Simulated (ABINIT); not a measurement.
# Quasiparticle gap of LiH (Fm-3m) in ABINIT, part 2 of 2

How does a plane-wave GW calculation on LiH (Fm-3m) run from the first input to the gap?

ABINIT 10.8.3; PBE and many-body steps on it, plane waves. Known limits of the many-body steps: not at the basis limit.

So far. Step 2 (Ground state): The gap is direct, at (0.500, 0.500, 0.000). Step 3 (Bands along the symmetry lines): The gap is 3.022 eV, as in the run before at this level.

The database entry behind the starting cell differs from later determinations by our own check (the deuteride, about 0.2 % short), so it need not match the best structure at ambient conditions.

### Step 4. Empty states on the mesh, 6×6×6 mesh, 87 bands

Level of this step: DFT, PBE, plane waves, norm-conserving pseudopotentials (ABINIT).

The sums over transitions need many empty states on a uniform mesh; this step solves for them.

run.abi reads:

```
acell 3*1.0 Angstrom
rprim 
  -0.000000000000 2.036750000000 2.036750000000
  2.036750000000 -0.000000000000 2.036750000000
  2.036750000000 2.036750000000 -0.000000000000
ntypat 2
znucl 3 1
natom 2
typat 1 2
xred 
  0.000000000000 0.000000000000 0.000000000000
  0.500000000000 0.500000000000 0.500000000000
pp_dirpath "pseudos"
pseudos "Li.upf, H.upf"
ecut 33
ngkpt 6 6 6
nshiftk 1
shiftk 0 0 0
kptopt 1
chksymbreak 0
irdden 1
istwfk *1
nband 87
prtvol 0
optdriver 6
gwr_task "HDIAGO"
paral_kgb 0
occopt 1
indata_prefix "in"
outdata_prefix "out"
tmpdata_prefix "tmp"
```

Run with:

```sh
OMP_NUM_THREADS=1 mpirun -n 8 abinit run.abi > log
```

Numbers of over 12 decimals in the logs are rounded to 6 here.

The program printed:

```text
[banner, memory and clock lines left out]
.Version 10.8.3 of ABINIT. v10.8.2 released Aug 2026.

 Symmetries : space group Fm -3 m (#225); Bravais cF (face-center cubic)
[... echo of the input left out ...]
== DATASET  1 ==================================================================
-   mpi_nproc: 8, omp_nthreads: 1 (-1 if OMP is not activated)

--- !DatasetInfo
iteration_state: {dtset: 1, }
dimensions: {natom: 2, nkpt: 16, mband: 87, nsppol: 1, nspinor: 1, nspden: 1, mpw: 1056, }
cutoff_energies: {ecut:  33.0, pawecutdg:  -1.0, }
electrons: {nelect:   4.00000000E+00, charge:   0.00000000E+00, occopt:   1.00000000E+00, tsmear:   1.00000000E-02, }

.Using double precision arithmetic; gwpc =  8

- Reading GS density from: in_DEN

--- Pseudopotential description ------------------------------------------------
- Li Generated using ONCVPSP code by D. R. Hamann
-  3.00000   3.00000  171031                  znucl, zion, pspdat
12 -101130 1 -1 1944                          pspcod,pspxc,lmax,lloc,mmax
     nproj     2     2
  pspatm : epsatm=    2.74360059
         --- l  ekb(1:nproj) -->
             0   -4.951544   -1.544797
             1   -2.250661   -0.474685
 pspatm: atomic psp has been read  and splines computed

- H Generated using ONCVPSP code by D. R. Hamann
-  1.00000   1.00000  171031                  znucl, zion, pspdat
12 -101130 1 -1 1166                          pspcod,pspxc,lmax,lloc,mmax
     nproj     2     1
  pspatm : epsatm=    0.36186929
         --- l  ekb(1:nproj) -->
             0   -1.701123   -0.534484
             1   -0.503321
 pspatm: atomic psp has been read  and splines computed

   1.24218795E+01                                ecore*ucvol(ha*bohr**3)

 Total charge density [el/Bohr^3]
)     Maximum=    2.7888E+00  at reduced coord.    0.0000    0.0000    0.0000
)     Minimum=    6.8615E-03  at reduced coord.    0.2667    0.2333    0.2333
   Integrated=    4.0000E+00

 === KS gaps after direct diagonalization ===
 Direct band gap semiconductor
 Fundamental gap:     3.022 (eV)
   VBM:    -0.348 (eV) at k: [ 5.0000E-01,  5.0000E-01,  0.0000E+00]
   CBM:     2.674 (eV) at k: [ 5.0000E-01,  5.0000E-01,  0.0000E+00]
 Direct gap:         3.022 (eV) at k: [ 5.0000E-01,  5.0000E-01,  0.0000E+00]

== END DATASET(S) ==============================================================

 -outvars: echo values of variables after computation  --------
           etotal      0.0000000000E+00
            nband          87
             nkpt          16
          spgroup         225
 [... the other variables as echoed above ...]

 Calculation completed.
```

It took 3 s on 8 MPI ranks of Intel Xeon Platinum 8488C (Sapphire Rapids), shared host; peak memory 0.62 GiB; 23 s of CPU time.

This step gave:

```
gap                                                           : 3.022 eV
k of the valence top                                          : 0.5, 0.5, 0
k of the conduction bottom                                    : 0.5, 0.5, 0
least direct gap                                              : 3.022 eV
k points computed                                             : 16
lowest point of the top converged band, above the valence top : 148.4156 eV
```

On this mesh the gap is 3.022 eV.

### Step 5. Screening, 6×6×6 mesh, 79 bands, screening to 217.7 eV

The RPA dielectric matrix is built and inverted for each q.

This step: RPA screening on PBE, plane waves, norm-conserving pseudopotentials.

run.abi, as its differences from that of step 4:

```diff
@@ -20,10 +20,11 @@
 chksymbreak 0
-irdden 1
 istwfk *1
-nband 87
-prtvol 0
-optdriver 6
-gwr_task "HDIAGO"
-paral_kgb 0
 occopt 1
+irdwfk 1
+optdriver 3
+nband 79
+ecuteps 8
+inclvkb 2
+awtr 1
+symchi 1
 indata_prefix "in"
```

The program printed:

```text
.Version 10.8.3 of ABINIT. v10.8.2 released Aug 2026.

 Symmetries : space group Fm -3 m (#225); Bravais cF (face-center cubic)
[... echo of the input left out ...]
== DATASET  1 ==================================================================
-   mpi_nproc: 8, omp_nthreads: 1 (-1 if OMP is not activated)

--- !DatasetInfo
iteration_state: {dtset: 1, }
dimensions: {natom: 2, nkpt: 16, mband: 79, nsppol: 1, nspinor: 1, nspden: 1, mpw: 1056, }
cutoff_energies: {ecut:  33.0, pawecutdg:  -1.0, }
electrons: {nelect:   4.00000000E+00, charge:   0.00000000E+00, occopt:   1.00000000E+00, tsmear:   1.00000000E-02, }

 SCREENING: Calculation of the susceptibility and dielectric matrices

 Based on a program developped by R.W. Godby, V. Olevano, G. Onida, and L. Reining.
 Incorporated in ABINIT by V. Olevano, G.-M. Rignanese, and M. Torrent.
.Using double precision arithmetic ; gwpc =  8

[... cell and pseudopotentials left out ...]
--------------------------------------------------------------------------------

 ==== K-mesh for the wavefunctions ====
 Number of points in the irreducible wedge :    16
[... list of points left out ...]
 Together with 48 symmetry operations and time-reversal symmetry
 yields   216 points in the full Brillouin Zone.

 ==== Q-mesh for the screening function ====
 Number of points in the irreducible wedge :    16
[... list of points left out ...]
 Together with 48 symmetry operations and time-reversal symmetry
 yields   216 points in the full Brillouin Zone.

 setmesh: FFT mesh size selected  =    24x   24x   24
          total number of points  =        13824

 vcoul_init : cutoff-mode = AUXILIARY_FUNCTION
 q-points for optical limit:   1
     1)      0.000010    0.000020    0.000030

- screening: taking advantage of time-reversal symmetry
- Maximum band index for partially occupied states nbvw = 2
- Remaining bands to be divided among processors   nbcw = 77
- Number of bands treated by each node ~9

 Number of electrons calculated from density =    4.0000; Expected =    4.0000
 average of density, n =  0.035077
 r_s =    1.8951
 omega_plasma =   18.0662 [eV]

 calculating chi0 at frequencies [eV] :
  1    0.000000E+00    0.000000E+00
  2    0.000000E+00    1.806615E+01

--------------------------------------------------------------------------------
  q-point number  1        q = ( 0.000000, 0.000000, 0.000000) [r.l.u.]
--------------------------------------------------------------------------------
[... chi0 elements left out ...]
 For q-point:  0.000010 0.000020 0.000030
  dielectric constant =   4.1824
  dielectric constant without local fields =   4.5877

  Average fulfillment of the sum rule on Im[epsilon] for q-point    1 :     89.96  [%]
[... wings left out ...]
  q-point number  2        q = ( 0.166667, 0.000000, 0.000000) [r.l.u.]
--------------------------------------------------------------------------------
[... chi0 elements left out ...]
  Average fulfillment of the sum rule on Im[epsilon] for q-point    2 :     97.82  [%]

 [... 14 further q-points ...]
```

The job ended after 9.4 s (8 MPI ranks; peak memory 1 GiB; 74 s of CPU time).

This step gave:

```yaml
eps_infinity_with_local_fields_on_this_mesh_along_the_program_s_q_direction: 4.182
the_same_without_local_fields: 4.588
plasma_frequency: 18.07 eV
plane_waves_in_the_screening_matrix: 137
```

Local fields lower ε∞ by 9 %.

### Step 6. Self-energy, 6×6×6 mesh, 79 bands, screening to 217.7 eV

The self-energy is evaluated for the states that the input lists, and the levels follow from it, in one-shot runs by the linearised quasiparticle equation.

This step: G0W0 on PBE, plane waves, norm-conserving pseudopotentials.

run.abi, as its differences from that of step 5:

```diff
@@ -23,8 +23,17 @@
 irdwfk 1
-optdriver 3
+optdriver 4
 nband 79
+gwcalctyp 0
+ecutsigx 33
+symsigma 1
+nkptgw 2
+kptgw 
+  0.5000000000 0.5000000000 0.0000000000
+  0.0000000000 0.0000000000 0.0000000000
+bdgw 
+  1 5
+  1 6
 ecuteps 8
-inclvkb 2
-awtr 1
-symchi 1
+irdscr 1
+ppmodel 1
 indata_prefix "in"
```

The program printed:

```text
.Version 10.8.3 of ABINIT. v10.8.2 released Aug 2026.

 Symmetries : space group Fm -3 m (#225); Bravais cF (face-center cubic)
[... echo of the input left out ...]
== DATASET  1 ==================================================================
-   mpi_nproc: 8, omp_nthreads: 1 (-1 if OMP is not activated)

--- !DatasetInfo
iteration_state: {dtset: 1, }
dimensions: {natom: 2, nkpt: 16, mband: 79, nsppol: 1, nspinor: 1, nspden: 1, mpw: 1056, }
cutoff_energies: {ecut:  33.0, pawecutdg:  -1.0, }
electrons: {nelect:   4.00000000E+00, charge:   0.00000000E+00, occopt:   1.00000000E+00, tsmear:   1.00000000E-02, }

 SIGMA: Calculation of the GW corrections

 Based on a program developped by R.W. Godby, V. Olevano, G. Onida, and L. Reining.
 Incorporated in ABINIT by V. Olevano, G.-M. Rignanese, and M. Torrent.
.Using double precision arithmetic ; gwpc =  8

[... cell and pseudopotentials left out ...]
--------------------------------------------------------------------------------

 ==== K-mesh for the wavefunctions ====
 Number of points in the irreducible wedge :    16
[... list of points left out ...]
 Together with 48 symmetry operations and time-reversal symmetry
 yields   216 points in the full Brillouin Zone.

 ==== Q-mesh for screening function ====
 Number of points in the irreducible wedge :    16
[... list of points left out ...]
 Together with 48 symmetry operations and time-reversal symmetry
 yields   216 points in the full Brillouin Zone.

 vcoul_init : cutoff-mode = AUXILIARY_FUNCTION
 q-points for optical limit:   1
     1)      0.000010    0.000020    0.000030
 setmesh: FFT mesh size selected  =    30x   30x   30
          total number of points  =        27000

 Number of electrons calculated from density =    4.0000; Expected =    4.0000
 average of density, n =  0.035077
 r_s =    1.8951
 omega_plasma =   18.0662 [eV]

 === KS Band Gaps ===
  >>>> For spin  1
   Minimum direct gap =   3.0221 [eV], located at k-point      :   0.5000  0.5000  0.0000
   Fundamental gap    =   3.0221 [eV], Top of valence bands at :   0.5000  0.5000  0.0000
                                       Bottom of conduction at :   0.5000  0.5000  0.0000
 SIGMA fundamental parameters:
 PLASMON POLE MODEL  1
 number of plane-waves for SigmaX                 1037
 number of plane-waves for SigmaC and W            137
 number of plane-waves for wavefunctions          1037
 number of bands                                    79
 number of independent spin polarizations            1
 number of spinorial components                      1
 number of k-points in IBZ                          16
 number of q-points in IBZ                          16
 number of symmetry operations                      48
 number of k-points in BZ                          216
 number of q-points in BZ                          216
 number of frequencies for dSigma/dE                 9
 frequency step for dSigma/dE [eV]                0.25
 number of omega for Sigma on real axis              0
 max omega for Sigma on real axis  [eV]           0.00
 zcut for avoiding poles [eV]                     0.10

 EPSILON^-1 parameters (SCR file):
 dimension of the eps^-1 matrix on file            137
 dimension of the eps^-1 matrix used               137
 number of plane-waves for wavefunctions          1037
 number of bands                                    79
 number of q-points in IBZ                          16
 number of frequencies                               2
 number of real frequencies                          1
 number of imag frequencies                          1

 matrix elements of self-energy operator (all in [eV])

 Perturbative Calculation

--- !SelfEnergy_ee
iteration_state: {dtset: 1, }
kpoint     : [   0.500,    0.500,    0.000, ]
spin       : 1
KS_gap     :    3.022
QP_gap     :    4.932
Delta_QP_KS:    1.910
data: !SigmaeeData |
     Band     E0 <VxcDFT>   SigX SigC(E0)      Z dSigC/dE  Sig(E)    E-E0       E
        1 -44.599 -25.708 -39.768   5.461   0.764  -0.309 -32.275  -6.567 -51.165
        2  -0.348 -11.307 -14.604   1.496   0.771  -0.298 -12.694  -1.387  -1.735
        3   2.674  -7.646  -3.654  -3.347   0.810  -0.235  -7.123   0.523   3.197
        4  10.239  -8.235  -2.665  -4.521   0.780  -0.282  -7.417   0.818  11.057
        5  10.239  -8.235  -2.665  -4.521   0.780  -0.282  -7.417   0.818  11.057

--- !SelfEnergy_ee
iteration_state: {dtset: 1, }
kpoint     : [   0.000,    0.000,    0.000, ]
spin       : 1
KS_gap     :   20.729
QP_gap     :   22.851
Delta_QP_KS:    2.122
data: !SigmaeeData |
     Band     E0 <VxcDFT>   SigX SigC(E0)      Z dSigC/dE  Sig(E)    E-E0       E
        1 -44.649 -25.626 -39.706   5.437   0.764  -0.310 -32.226  -6.600 -51.249
        2  -5.602  -9.916 -15.613   3.400   0.712  -0.405 -11.551  -1.635  -7.236
        3  15.128 -11.719  -4.658  -6.324   0.662  -0.511 -11.232   0.487  15.615
        4  17.057  -8.963  -2.437  -5.441   0.696  -0.437  -8.208   0.755  17.812
        5  17.057  -8.963  -2.437  -5.441   0.696  -0.437  -8.208   0.755  17.812
        6  17.057  -8.963  -2.437  -5.441   0.696  -0.437  -8.208   0.755  17.812

== END DATASET(S) ==============================================================
================================================================================

 -outvars: echo values of variables after computation  --------
           etotal      0.0000000000E+00
            nband          79
             nkpt          16
          spgroup         225
 [... the other variables as echoed above ...]

 Calculation completed.
```

Wall time 4 s (8 MPI ranks); peak memory 1.1 GiB; 30 s of CPU time.

Numbers from this step:

```
G0W0 gap on the points computed              : 4.932 eV
starting gap on the mesh                     : 3.022 eV
k of the valence top                         : 0.5, 0.5, 0
k of the conduction bottom                   : 0.5, 0.5, 0
Z at the valence top                         : 0.771
Z at the conduction bottom                   : 0.81
least direct G0W0 gap on the computed points : 4.932 eV
```

The gap on the mesh goes from 3.02 eV to 4.93 eV, a correction of +1.91 eV.

Limits: finite bands, cutoff and mesh. v1 is the top filled band, c1 the lowest empty one. Levels before and after the correction, in eV, zero at the valence-band top of each column:

```tsv
	conduction bottom	valence top
Kohn-Sham	3.02	0.00
G0W0	4.93	0.00
```

```tsv
	level	energy (eV)
Kohn-Sham	(0.5 0.5 0) v2	-44.251
Kohn-Sham	(0.5 0.5 0) v1	0.000
Kohn-Sham	(0.5 0.5 0) c1	3.022
Kohn-Sham	(0.5 0.5 0) c2-c3	10.588
G0W0	(0.5 0.5 0) v2	-49.430
G0W0	(0.5 0.5 0) v1	0.000
G0W0	(0.5 0.5 0) c1	4.932
G0W0	(0.5 0.5 0) c2-c3	12.792
```

### Step 7. Where the time went

Times are wall times on 8 MPI ranks of Intel Xeon Platinum 8488C (Sapphire Rapids), shared host, good to a factor of about two.

```tsv
step	time	share	memory (GiB)
ground state	2 s	10 %	0.07
bands along the symmetry lines	1.9 s	10 %	0.07
empty states on the mesh	3 s	15 %	0.62
screening	9.4 s	46 %	1.0
self-energy	4 s	20 %	1.1
```

### Step 8. What came out

```
PBE gap              : 3.02 eV, direct
G0W0 gap on the mesh : 4.93 eV
GW settings          : 6×6×6 mesh, 79 bands, screening to 217.7 eV, Godby-Needs plasmon pole
known limits         : not at the basis limit
```

In words: G0W0 moves the gap on the mesh from 3.02 eV to 4.93 eV (+1.91 eV), with Z of 0.77 and 0.81 at the edges. Local fields lower the RPA ε∞ on this mesh from 4.59 to 4.18. Only 2 of the mesh's irreducible points were corrected, so a valley elsewhere could overtake. The dearest step here is «screening». Bands and cutoff are finite, so the gap is not at the basis limit. The miss can reach some tenths of an eV and take either sign; the mesh is an error of its own. In the G0W0 run levels were corrected at 2 k points alone, so a gap called «on the mesh» is the least over those, and an edge elsewhere would be missed.

[Paths, hosts, dates, memory and timing lines, banners, echoed tables and standing remarks are left out of the program output.]

[Logs are printed without paths, hosts, clocks, repeated set-up lines and the standing remarks that a program may print on its own settings, such as how far it seeks lower states.]

[Runs of the session that timed out or met a known fault of the program may be left out.]

[Hosts, paths, dates, database ids (printed as entryN), source tags and the programs' standing remarks are cut or masked in the printed files.]

[G0W0 gaps are taken among the corrected bands and points alone; a level outside them can change the order at an edge.]

[Where Ansatz stands beside ABINIT at settings called matched, ABINIT's density can come from a denser mesh and the files from another edition; pairs whose starting gaps differed by over 0.03 eV were left out, so agreement reads better than it is.]
